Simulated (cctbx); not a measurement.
## What resolution and counting buy: Dy4Ir6Pb6W

Space group Im-3m (no. 229), a = 9.1510 Å, b = 9.1510 Å, c = 9.1510 Å, α = 90.00°, β = 90.00°, γ = 90.00°.

```
atom  mult.       x    y    z  Ueq (Å²)
 Pb1     12  0.6863    0    0    0.0131
 Ir1     12     1/4    0  1/2    0.0100
  W1      2       0    0    0    0.0144
 Dy1      8     1/4  1/4  1/4    0.0122
```

This is a model crystal, built by substitution and not relaxed, with assumed displacement parameters.

Five simulated data sets (cctbx; Mo Kα, λ = 0.71073 Å; 1.5 % proportional error) differ in resolution or exposure (noise floor 4 counts in the first three, 8 in the last two). Each is refined with the right model, isotropic at 1.1 Å and anisotropic otherwise. How do the figures of merit and the uncertainties move?

```csv
d min (Å),top counts,"⟨I/σ⟩ (unmerged, absences included)",unique,param. (scale apart),Rint,R1,GooF,largest s.u. xyz (fractional),s.u. U of Dy1 (Å²),largest error (Å)
1.1,5000,4.9,45,5,0.041,0.0104,1.20,0.00012,0.0006,0.0004
0.84,5000,4.4,90,8,0.052,0.0102,1.00,0.00007,0.0002,0.0001
0.6,5000,3.1,216,8,0.075,0.0125,0.97,0.00005,0.0001,0.0002
0.75,300,0.5,120,8,0.532,0.0596,0.92,0.00062,0.0018,0.0049
0.75,3000,2.5,120,8,0.099,0.0156,0.91,0.00010,0.0003,0.0010
```

The number of reflections grows roughly as 1/d³: 45, 90 and 216 here. R1 follows the noise rather than the truth: at 300 counts it is 0.0596, at 3000 counts 0.0156, while GooF is 0.92 and 0.91: the weights 1/σ² carry the noise. The s.u. of U (U11 where anisotropic) for Dy1 goes 0.0006, 0.0002, 0.0001 Å² with resolution and 0.0018, 0.0003 Å² with exposure.

The 1.1 Å row also differs in its displacement model, so it isn't a clean test of resolution.

Hardware for the 0.6 Å refinement: 0.36 s on 1 thread of Arm Neoverse V2 (shared host), peak memory 0.09 GiB.

[Logs are printed without paths, hosts, clocks, repeated set-up lines and the standing remarks that a program may print on its own settings, such as how far it seeks lower states.]
